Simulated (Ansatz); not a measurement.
# InPd (Pm-3m): Grüneisen parameters

Wanted: mode Grüneisen parameters of InPd (Pm-3m).

Method: DFT PBEsol, scalar-relativistic, plane waves, PAW; PAW set soft_1, in Ansatz 0.2.0.

## Step 1: Set-up

Symmetry: Pm-3m, No. 221, cubic system. The conventional cell has a = 3.247 Å, b = 3.247 Å, c = 3.247 Å, α = 90.00°, β = 90.00°, γ = 90.00°. In has 8 Pd at 2.81 Å nearest. Nearest to Pd lie 8 In at 2.81 Å. Farther neighbours are not listed.

## Step 2: Response at finite wavevector

The cell comes from relaxations at this level that are not shown. Stability and thermal properties need the whole zone. Linear response on a 4×4×4 q mesh gives force constants as far as a supercell of that size would.

The input, input.yaml:

```yaml
crystal:
  lattice:
    - [3.2468110582, 0.0, 0.0]
    - [0.0, 3.2468110582, 0.0]
    - [0.0, 0.0, 3.2468110582]
  atoms:
    - { symbol: In, position: [0.0, 0.0, 0.0] }
    - { symbol: Pd, position: [0.5, 0.5, 0.5] }
kpoints:
  mp_grid: { grid: [16, 16, 16] }
hamiltonian:
  xc: pbesol
  pseudopotentials: { kind: paw, azcp: { folder: soft_1 }, xc_functional: pbe }
scf:
  occupations: { method: methfessel_paxton, width: 0.2 }
output:
  eigenvalues: true
phonons:
  method: dfpt
  qmesh: [4, 4, 4]
  temperatures: { t_max: 1000, t_step: 50 }
  qpath:
    path:
      - [[0.0, 0.0, 0.0], [0.0, 0.5, 0.0], [0.5, 0.5, 0.0], [0.0, 0.0, 0.0], [0.5, 0.5, 0.5], [0.0, 0.5, 0.0]]
      - [[0.5, 0.5, 0.5], [0.5, 0.5, 0.0]]
    npoints: 10
```

The run is started by

```sh
> ansatz run input.yaml --threads 4 --pin off --max-ram 10240MiB --backend cpu --events-out ev --progress --plain --runs-dir out
```

Numbers of over 12 decimals in the logs are rounded to 6 here.

What it wrote:

```text
Engine: ansatz 0.2.0, aarch64-unknown-linux-gnu
Pseudopotentials: kind: paw
Pseudopotential: In, paw, valence charge 13, recommended cutoff 420 eV (normal), soft_1/In.paw.azcp
Pseudopotential: Pd, paw, valence charge 18, recommended cutoff 420 eV (normal), soft_1/Pd.paw.azcp
Functional definition: PBEsol
  exchange = pbesol_x
  correlation = pbesol_c
Crystal: 2 atoms, lattice volume = 34.227 Å³
Basis set: ecut = 420 eV, 691 PW (Γ), exchange–correlation on 48×48×48 points (8 copies of the dense FFT grid, shifted against one another)
Bands: 20, of which v1, the nominal top of the filled ones, is band 16 counted from 1 (15 counted from 0)
Symmetry: 48 space group operations
k-points: 165 of 4096
Non-local potential: In, projectors of the file, l = 0: 2, l = 1: 2, l = 2: 2, l = 3: 1
Non-local potential: Pd, projectors of the file, l = 0: 2, l = 1: 2, l = 2: 2, l = 3: 1
PAW form: soft (Blöchl's): semilocal exchange-correlation on the pseudo side does not see the compensation charge
PAW frozen core: In, regenerated for the run's functional, and the local potential with it (the file was generated under x = pbe(κ = 0.804, μ = 0.219515), c = pbe(β = 0.066725))
PAW frozen core: Pd, regenerated for the run's functional, and the local potential with it (the file was generated under x = pbe(κ = 0.804, μ = 0.219515), c = pbe(β = 0.066725))
PAW one-centre angular grid: In, 590 points (default); XC on 64 Gauss nodes
PAW one-centre angular grid: Pd, 590 points (default); XC on 64 Gauss nodes
Initial density: superposition of atomic densities (chi_scale 0.1, normalization cell, long waves kept (reshape's long-wave potential 0.00 eV rms))
Initial wavefunctions: pseudopotential atomic-orbital guess
Functional: x = pbesol(κ = 0.804, μ = 0.123457), c = pbesol(β = 0.046)
SCF iter   1: F=—  HF=-12436.895755 eV  |F-HF|=—  |Δ(HF+E_count)|=         —  Δρ=2.06e-1  dr2=2.02e1  ethr=3.10e-3  ⟨swp⟩=5.1  Hψ=14732  notcnv=0
preconditioner: auto → none  [metal: Δε(μ)=0.007 eV  Ē_g=14.592 eV  σ=0.200 eV  W_gap=0.03  n_scr=6 (ndim 8)  ℏωp=30.4 eV  f_vac=0.000  D(μ)=1.90/eV (n_scr^D=18)  sad-step TF]
SCF iter   2: F=—  HF=-12435.012027 eV  |F-HF|=—  |Δ(HF+E_count)|=    1.88e0  S|Δr|=    0.00e0  Δρ=1.34e-1  dr2=9.31e0  ethr=3.10e-3  ⟨swp⟩=2.0  Hψ=6018  notcnv=0  defer=22
SCF iter   3: F=—  HF=-12433.273823 eV  |F-HF|=—  |Δ(HF+E_count)|=    1.74e0  S|Δr|=    0.00e0  Δρ=2.06e-2  dr2=2.14e-1  ethr=3.10e-3  ⟨swp⟩=3.1  Hψ=5724  notcnv=0  defer=22
SCF iter   4: F=—  HF=-12433.239304 eV  |F-HF|=—  |Δ(HF+E_count)|=   3.45e-2  S|Δr|=    0.00e0  Δρ=3.36e-3  dr2=3.31e-3  ethr=6.92e-4  ⟨swp⟩=1.7  Hψ=4902  notcnv=0  defer=24
SCF iter   5: F=—  HF=-12433.238115 eV  |F-HF|=—  |Δ(HF+E_count)|=   1.19e-3  S|Δr|=    0.00e0  Δρ=1.53e-3  dr2=9.04e-4  ethr=1.07e-5  ⟨swp⟩=2.0  Hψ=5093  notcnv=0  defer=24
SCF iter   6: F=—  HF=-12433.237841 eV  |F-HF|=—  |Δ(HF+E_count)|=   2.74e-4  S|Δr|=    0.00e0  Δρ=1.79e-4  dr2=2.00e-5  ethr=2.92e-6  ⟨swp⟩=2.0  Hψ=4284  notcnv=0  defer=24
SCF iter   7: F=—  HF=-12433.237838 eV  |F-HF|=—  |Δ(HF+E_count)|=   3.03e-6  S|Δr|=    0.00e0  Δρ=5.78e-5  dr2=2.00e-6  ethr=6.45e-8  ⟨swp⟩=2.0  Hψ=4262  notcnv=0  defer=24
SCF iter   8: F=—  HF=-12433.237838 eV  |F-HF|=—  |Δ(HF+E_count)|=   3.63e-7  S|Δr|=    0.00e0  Δρ=1.62e-5  dr2=1.57e-7  ethr=6.44e-9  ⟨swp⟩=1.3  Hψ=3346  notcnv=0  defer=24
SCF iter   9: F=—  HF=-12433.237838 eV  |F-HF|=—  |Δ(HF+E_count)|=   3.13e-8  S|Δr|=    0.00e0  Δρ=1.80e-6  dr2=2.01e-9  ethr=5.06e-10  ⟨swp⟩=2.0  Hψ=3866  notcnv=0  defer=24
SCF iter  10: F=-12433.237838 eV  HF=-12433.237838 eV  |F-HF|=1.82e-12  |Δ(HF+E_count)|=  2.31e-10  S|Δr|=    0.00e0  Δρ=8.55e-8  dr2=2.05e-12  ethr=1.00e-12  ⟨swp⟩=5.5  Hψ=16288  notcnv=0
the search or the solves at the SCF's close seem to have found levels that the self-consistency loop had missed (the run counts 1). By its estimate they hold under 1e-12 electrons; where the run keeps them, the occupations were computed again with them
SCF 1 converged in 10 iterations: F = -12433.237838 eV  dr2 = 2.05e-12
  greatest PAW one-centre occupation: 0.999 electrons in one spin orbital (limit 2), on the Pd atom at site 1 (counted from 0), in its partial waves of l = 0
phonons: the bands overlap, so this run is a metal and interpolates without the dipole-dipole term. If the crystal is really an insulator or semiconductor, its LO-TO splitting is missing
NSCF: frozen V_eff on 165 k-points
WARN: eigensolver did not converge in 2 slots of this pass, the one above among them; of largest residual over every band (k=88): 1 band(s) unlocked (lowest unlocked band 19, counted from 0; max residual 3.78e-6 eV among the unlocked bands, 3.78e-6 eV over every band); of lowest unlocked band (k=17): band 19
NSCF: frozen V_eff on 405 k-points
DFPT response loops at q = (0, 0, 0) (fractional): preconditioner auto → Kerker (q_TF=auto, 2.684 Å⁻¹) (partly filled bands, converged f_vac=0.000); β = 1.00, the filter's whole step (`scf.mixing.beta` (0.50) is not read by the response loops under this deck's `scf.mixing.preconditioner`; to damp them name `kerker` or `kerker_dos`, under which they read `scf.mixing.beta`, and type it under 1.00, their step now; both keys bind the ground state too); Broyden in place of MSR1
NSCF: frozen V_eff on 2592 k-points
DFPT response loops at q = (0, 0, 0.25) (fractional): mixed as the last ones told, above
NSCF: frozen V_eff on 1458 k-points
DFPT response loops at q = (0, 0, -0.5) (fractional): mixed as the last ones told, above
NSCF: frozen V_eff on 4608 k-points
DFPT response loops at q = (0, 0.25, 0.25) (fractional): mixed as the last ones told, above
NSCF: frozen V_eff on 2592 k-points
DFPT response loops at q = (0, 0.25, -0.5) (fractional): mixed as the last ones told, above
NSCF: frozen V_eff on 1458 k-points
DFPT response loops at q = (0, -0.5, -0.5) (fractional): mixed as the last ones told, above
NSCF: frozen V_eff on 4352 k-points
DFPT response loops at q = (0.25, 0.25, 0.25) (fractional): mixed as the last ones told, above
NSCF: frozen V_eff on 4608 k-points
DFPT response loops at q = (0.25, 0.25, -0.5) (fractional): mixed as the last ones told, above
NSCF: frozen V_eff on 2592 k-points
DFPT response loops at q = (0.25, -0.5, -0.5) (fractional): mixed as the last ones told, above
NSCF: frozen V_eff on 810 k-points
DFPT response loops at q = (-0.5, -0.5, -0.5) (fractional): mixed as the last ones told, above
SCF converged after 10 iterations
Stability not checked: this state was not tested for a lower state beside it, because cold or Methfessel-Paxton smearing, or corrected tetrahedra, fill the levels in a way that the test cannot read (fill_not_monotonic; see scf.lower_state_search)
Free energy (F): -12433.237838 eV
Harris-Foulkes:  -12433.237838 eV  (|F-HF|=1.82e-12)
Internal energy: -12433.238087 eV  (E = F + TS)
E sigma→0 (E₀):  -12433.237900 eV
Entropy (-TS):   0.000249 eV (0.125 meV/atom)
Fermi energy:    17.094558 eV
--- Per-component energies (eV) ---
  E_band       = -135.791128
  E_kinetic    = 671.552000
  E_local      = -2878.495680  (includes V_loc(G=0)·N_el)
  E_nonlocal   = 701.789290
  E_hartree    = 1171.328377
  E_xc         = -280.530188
  E_vxc        = -266.063817  (∫ρ·V_xc dr)
  E_paw        = -7885.357423  (= ΣΔE_a)
  E_vpaw       = -707.230134  (= ΣTr[D̂ρ^β])
  E_aug_tail   = 0.000370  (compensation charges beyond the density's cutoff)
  E_ewald      = -3934.063261
  E_core_change = 0.538429  (= ΣΔE_core)
  E_smearing   = 0.000249  (= −TS)
  E_closure    = -0.000000  (closes the sum)
  Σ components = -12433.237838   (vs F -12433.237838, Δ=0.00e0)
--- Band table (eV; the first three rows and the last of 165) ---
  k-point 0: bands = [... 12 lower, 14.7332, 14.7332, 14.7332, 21.2658, 21.2658, 21.2658, 26.7363, 27.7944]
  k-point 1: bands = [... 12 lower, 14.6825, 14.6825, 14.7300, 20.8065, 21.3959, 21.3959, 26.9586, 27.7682]
  k-point 2: bands = [... 12 lower, 14.5453, 14.5453, 14.7209, 19.7703, 21.7712, 21.7712, 27.1359, 27.6920]
  k-point 164: bands = [... 12 lower, 15.3757, 15.3757, 17.0271, 20.8456, 20.8456, 20.8456, 21.5355, 21.5355]
--- Phonons (Γ-DFPT): 2 representative perturbations + reference (Σ response iterations 7) ---
  ASR residual: 5.218e-5 → 0.000e0 eV/Å²; symmetrization residual: 3.726e-5 eV/Å²
  ASR residual per site (eV/Å²): 4.37e-5 5.22e-5
  Γ frequencies (cm⁻¹): 0.00 0.00 0.00 144.85 144.85 144.85
--- Phonons (arbitrary-q DFPT): 10 irreducible q on the 4×4×4 mesh ---
  q = [0.0000, 0.0000, 0.0000] (star 1, of the zone-centre solve; hermiticity 1.75e-5, symmetrization 8.33e-12): -0.00 0.00 0.00 144.85 144.85 144.85
  q = [0.0000, 0.0000, 0.2500] (star 6, 4 solved perturbations in 4032 linear systems a pass and spin channel, the states on 1296 of 4096 k-point pairs; hermiticity 8.29e-6, symmetrization 3.48e-13): 50.54 50.54 84.09 130.03 130.03 152.98
  q = [0.0000, 0.0000, -0.5000] (star 3, 4 solved perturbations in 2268 linear systems a pass and spin channel, the states on 729 of 4096 k-point pairs; hermiticity 1.25e-13, symmetrization 4.70e-13): 83.08 83.08 105.00 105.00 117.10 163.68
  q = [0.0000, 0.2500, 0.2500] (star 12, 4 solved perturbations in 7056 linear systems a pass and spin channel, the states on 2304 of 4096 k-point pairs; hermiticity 7.40e-6, symmetrization 1.15e-13): 29.40 70.10 92.92 119.82 140.69 159.85
  q = [0.0000, 0.2500, -0.5000] (star 12, 6 solved perturbations on 1296 of 4096 k-point pairs; hermiticity 3.72e-6, symmetrization 6.21e-14): 59.00 71.18 89.32 102.83 154.58 169.96
  q = [0.0000, -0.5000, -0.5000] (star 3, 4 solved perturbations in 2268 linear systems a pass and spin channel, the states on 729 of 4096 k-point pairs; hermiticity 5.47e-6, symmetrization 2.10e-13): 48.71 48.71 98.91 101.04 174.44 174.44
  q = [0.2500, 0.2500, 0.2500] (star 8, 2 solved perturbations on 2176 of 4096 k-point pairs; hermiticity 2.54e-6, symmetrization 7.03e-13): 52.82 52.82 86.87 146.58 146.77 146.77
  q = [0.2500, 0.2500, -0.5000] (star 12, 4 solved perturbations in 7056 linear systems a pass and spin channel, the states on 2304 of 4096 k-point pairs; hermiticity 1.28e-6, symmetrization 1.02e-12): 63.12 64.24 76.11 125.81 151.92 166.71
  q = [0.2500, -0.5000, -0.5000] (star 6, 4 solved perturbations in 4032 linear systems a pass and spin channel, the states on 1296 of 4096 k-point pairs; hermiticity 1.72e-6, symmetrization 1.74e-12): 67.47 67.47 86.08 123.12 163.27 163.27
  q = [-0.5000, -0.5000, -0.5000] (star 1, 2 solved perturbations on 405 of 4096 k-point pairs; hermiticity 1.35e-13, symmetrization 6.86e-12): 96.02 96.02 96.02 145.66 145.66 145.66
  sum rule: each row above includes the acoustic sum rule's correction from the zone centre's row sums; it moved no ω² by more than (0.37 cm⁻¹)²
  mesh force constants: q→R imaginary residual 3.00e-18; ASR residual 5.218e-5 → 0.000e0 eV/Å²; symmetrization residual 3.553e-15 eV/Å²
  interpolated dispersion: 62 rows × 6 modes
  density of states and harmonic sums: on the 20×20×20 q-mesh, interpolated from the force constants of a 4×4×4 supercell (no non-analytic term)
  largest difference from the sums on the solved wave vectors: F 1.32e-2 eV, S 1.72e-5 and C_V 4.01e-6 eV/K
  zero-point energy: 0.039426 eV/cell   skipped modes (ω ≤ 0): 3   left out of the sums: 6.25e-5 of the cell's modes: C_V's classical limit lies that fraction below 3 k_B per atom; for a crystal, a wire or a layer, F and S can be off by more, and a phonons.interpolated_qmesh denser along its periods is the remedy for the sampling
```

Elapsed: 11 min, on 4 threads of Arm Neoverse V1, shared host; peak memory 3.7 GiB.

In the SCF lines HF is the Harris–Foulkes energy and dr2 the Hartree energy of the density residual, in eV; the loop may stop once dr2 is under the threshold and the program's other checks hold. Hψ counts applications of the Hamiltonian.

This step gave:

| Item | Value |
| --- | --- |
| volume per atom | 17.11 Å³ |
| gap on the k-mesh | 0 eV |
| sum-rule residual before enforcement | 5.22e-5 eV/Å² |
| lowest frequency on the path | 0 cm⁻¹ |
| point group | m-3m |
| highest frequency on the path or at a solved wavevector | 174.4 cm⁻¹ |
| mean frequency | 106 cm⁻¹ |
| Debye temperature (second moment) | 212 K |
| logarithmic mean frequency | 96.4 cm⁻¹ |
| highest optical mode at the zone centre (no LO-TO term) | 144.8 cm⁻¹ |
| lowest optical zone-centre mode | 144.8 cm⁻¹ |
| lowest mode on the q mesh (acoustic modes at Γ apart) | 29.4 cm⁻¹ |
| zero-point energy per atom | 19.71 meV |
| heat capacity at 300 K | 24.33 J/(mol atoms K) |
| vibrational entropy at 300 K | 44.48 J/(mol atoms K) |

Frequencies (cm⁻¹) solved at each irreducible wavevector; negative means imaginary. Frequencies by wavevector, by row:

| q in reciprocal lattice units | star | mode 1 | mode 2 | mode 3 | mode 4 | mode 5 | mode 6 |
| --- | --- | --- | --- | --- | --- | --- | --- |
| 0 0 0 | 1 | 0 | 0 | 0 | 144.8 | 144.8 | 144.8 |
| 0 0 0.25 | 6 | 50.5 | 50.5 | 84.1 | 130 | 130 | 153 |
| 0 0 -0.5 | 3 | 83.1 | 83.1 | 105 | 105 | 117.1 | 163.7 |
| 0 0.25 0.25 | 12 | 29.4 | 70.1 | 92.9 | 119.8 | 140.7 | 159.8 |
| 0 0.25 -0.5 | 12 | 59 | 71.2 | 89.3 | 102.8 | 154.6 | 170 |
| 0 -0.5 -0.5 | 3 | 48.7 | 48.7 | 98.9 | 101 | 174.4 | 174.4 |
| 0.25 0.25 0.25 | 8 | 52.8 | 52.8 | 86.9 | 146.6 | 146.8 | 146.8 |
| 0.25 0.25 -0.5 | 12 | 63.1 | 64.2 | 76.1 | 125.8 | 151.9 | 166.7 |
| 0.25 -0.5 -0.5 | 6 | 67.5 | 67.5 | 86.1 | 123.1 | 163.3 | 163.3 |
| -0.5 -0.5 -0.5 | 1 | 96 | 96 | 96 | 145.7 | 145.7 | 145.7 |

Symmetry leaves 10 wavevectors to solve. The lowest mode among them, the acoustic zeros apart, lies at q = (0, 0.25, 0.25) and is real, 29.4 cm⁻¹.

## Step 3: Relaxing at another volume, volume ratio 0.97

The volume is scaled by 0.97 and held; symmetry leaves nothing to relax, so this is a single point. The modes can then be followed against volume.

input.yaml, the sections that differ from step 2:

```yaml
crystal:
  lattice:
    - [3.2140127445, 0.0, 0.0]
    - [0.0, 3.2140127445, 0.0]
    - [0.0, 0.0, 3.2140127445]
  atoms:
    - { symbol: In, position: [0.0, 0.0, 0.0] }
    - { symbol: Pd, position: [0.5, 0.5, 0.5] }
output:
  forces: true
  stress: true
  eigenvalues: true
# kpoints, hamiltonian, scf: as in step 2
# phonons: removed
```

What it wrote:

```text
[...]
Crystal: 2 atoms, lattice volume = 33.200 Å³
Basis set: ecut = 420 eV, 619 PW (Γ), exchange–correlation on 48×48×48 points (8 copies of the dense FFT grid, shifted against one another)
Bands: 20, of which v1, the nominal top of the filled ones, is band 16 counted from 1 (15 counted from 0)
Symmetry: 48 space group operations
[...]
k-points: 165 of 4096
[...]
--- Band table (eV; the first three rows and the last of 165) ---
  k-point 0: bands = [... 12 lower, 15.3446, 15.3446, 15.3446, 22.0017, 22.0017, 22.0017, 27.8351, 28.6962]
  k-point 1: bands = [... 12 lower, 15.2906, 15.2906, 15.3409, 21.5443, 22.1373, 22.1373, 28.0399, 28.6655]
  k-point 2: bands = [... 12 lower, 15.1448, 15.1448, 15.3304, 20.5032, 22.5281, 22.5281, 28.1664, 28.5763]
  k-point 164: bands = [... 12 lower, 16.0135, 16.0135, 17.8423, 21.5755, 21.5755, 21.5755, 22.3472, 22.3472]
[key lines of the parts left out:]
SCF converged after 8 iterations
Free energy (F): -12433.223714 eV
Fermi energy:    17.797148 eV
P = ⅓ Tr σ = 4.5594 GPa (45.594 kbar)
```

It took 1.7 s on 4 threads; peak memory 0.38 GiB.

Numbers from this step:

```yaml
pressure: 4.559 GPa
volume_per_atom: 16.60 Å³
```

The run ends at a pressure of 4.56 GPa.

## Step 4: Phonons at the other volume, volume ratio 0.97

The phonons are repeated at this volume on the same k and q meshes.

input.yaml, as its differences from that of step 3:

```diff
@@ -16,4 +16,11 @@
 output:
-  forces: true
-  stress: true
   eigenvalues: true
+phonons:
+  method: dfpt
+  qmesh: [4, 4, 4]
+  temperatures: { t_max: 1000, t_step: 50 }
+  qpath:
+    path:
+      - [[0.0, 0.0, 0.0], [0.0, 0.5, 0.0], [0.5, 0.5, 0.0], [0.0, 0.0, 0.0], [0.5, 0.5, 0.5], [0.0, 0.5, 0.0]]
+      - [[0.5, 0.5, 0.5], [0.5, 0.5, 0.0]]
+    npoints: 10
```

What it wrote:

```text
[...]
Crystal: 2 atoms, lattice volume = 33.200 Å³
Basis set: ecut = 420 eV, 619 PW (Γ), exchange–correlation on 48×48×48 points (8 copies of the dense FFT grid, shifted against one another)
Bands: 20, of which v1, the nominal top of the filled ones, is band 16 counted from 1 (15 counted from 0)
Symmetry: 48 space group operations
k-points: 165 of 4096
[...]
SCF iter   1: F=—  HF=-12436.794346 eV  |F-HF|=—  |Δ(HF+E_count)|=         —  Δρ=2.05e-1  dr2=1.92e1  ethr=3.10e-3  ⟨swp⟩=5.0  Hψ=14795  notcnv=0
[...]
SCF iter  10: F=-12433.223714 eV  HF=-12433.223714 eV  |F-HF|=0.00e0  |Δ(HF+E_count)|=  1.02e-10  S|Δr|=    0.00e0  Δρ=5.01e-8  dr2=5.70e-13  ethr=1.00e-12  ⟨swp⟩=5.5  Hψ=15523  notcnv=0
[...]
SCF 1 converged in 10 iterations: F = -12433.223714 eV  dr2 = 5.70e-13
[...]
NSCF: frozen V_eff on 165 k-points
[...]
SCF converged after 10 iterations
[...]
Free energy (F): -12433.223714 eV
[...]
Internal energy: -12433.223922 eV  (E = F + TS)
E sigma→0 (E₀):  -12433.223766 eV
Entropy (-TS):   0.000208 eV (0.104 meV/atom)
Fermi energy:    17.797073 eV
[...]
--- Band table (eV; the first three rows and the last of 165) ---
  k-point 0: bands = [... 12 lower, 15.3444, 15.3444, 15.3444, 22.0017, 22.0017, 22.0017, 27.8351, 28.6962]
  k-point 1: bands = [... 12 lower, 15.2905, 15.2905, 15.3407, 21.5443, 22.1373, 22.1373, 28.0399, 28.6655]
  k-point 2: bands = [... 12 lower, 15.1446, 15.1446, 15.3302, 20.5032, 22.5281, 22.5281, 28.1664, 28.5763]
  k-point 164: bands = [... 12 lower, 16.0133, 16.0133, 17.8423, 21.5755, 21.5755, 21.5755, 22.3471, 22.3471]
[...]
ASR residual: 2.216e-5 → 0.000e0 eV/Å²; symmetrization residual: 3.604e-5 eV/Å²
  ASR residual per site (eV/Å²): 2.22e-5 1.12e-5
  Γ frequencies (cm⁻¹): 0.00 0.00 0.00 157.95 157.95 157.95
--- Phonons (arbitrary-q DFPT): 10 irreducible q on the 4×4×4 mesh ---
[...]
interpolated dispersion: 62 rows × 6 modes
[...]
```

The job ended after 11 min (4 threads; peak memory 3.6 GiB).

Numbers from this step:

- sum-rule residual before enforcement: 2.22e-5 eV/Å²
- highest frequency on the path or at a solved wavevector: 189.1 cm⁻¹
- mean frequency: 115.6 cm⁻¹
- Debye temperature (second moment): 231 K
- logarithmic mean frequency: 105.6 cm⁻¹
- highest optical mode at the zone centre (no LO-TO term): 157.9 cm⁻¹
- lowest optical zone-centre mode: 157.9 cm⁻¹
- lowest mode on the q mesh (acoustic modes at Γ apart): 31.13 cm⁻¹
- zero-point energy per atom: 21.5 meV
- heat capacity at 300 K: 24.22 J/(mol atoms K)
- vibrational entropy at 300 K: 42.29 J/(mol atoms K)

Frequencies (cm⁻¹) solved at each irreducible wavevector; negative means imaginary. Frequencies by wavevector, by row:

| q in reciprocal lattice units | star | mode 1 | mode 2 | mode 3 | mode 4 | mode 5 | mode 6 |
| --- | --- | --- | --- | --- | --- | --- | --- |
| 0 0 0 | 1 | 0 | 0 | 0 | 157.9 | 157.9 | 157.9 |
| 0 0 0.25 | 6 | 57 | 57 | 92 | 142.2 | 142.2 | 165.4 |
| 0 0 -0.5 | 3 | 93.7 | 93.7 | 113.8 | 113.8 | 129 | 173.4 |
| 0 0.25 0.25 | 12 | 31.1 | 77.2 | 104.3 | 131.1 | 150.2 | 173.7 |
| 0 0.25 -0.5 | 12 | 65.4 | 76.3 | 99.3 | 111.6 | 168.3 | 182.7 |
| 0 -0.5 -0.5 | 3 | 51.1 | 51.1 | 108.4 | 109.9 | 189.1 | 189.1 |
| 0.25 0.25 0.25 | 8 | 59.9 | 59.9 | 94 | 158.4 | 159.2 | 159.2 |
| 0.25 0.25 -0.5 | 12 | 69 | 70.2 | 88.6 | 134.9 | 165.6 | 179.5 |
| 0.25 -0.5 -0.5 | 6 | 74.6 | 74.6 | 97.6 | 132.3 | 176.5 | 176.5 |
| -0.5 -0.5 -0.5 | 1 | 108.6 | 108.6 | 108.6 | 155.3 | 155.3 | 155.3 |

The highest optical mode at the zone centre (no LO-TO term) is 157.9 cm⁻¹, +13.1 cm⁻¹ against the base run.

[end of part 1 of 2]

[Logs are printed without paths, hosts, clocks, repeated set-up lines and the standing remarks that a program may print on its own settings, such as how far it seeks lower states.]

[Hosts, paths, dates, database ids (printed as entryN), source tags and the programs' standing remarks are cut or masked in the printed files.]
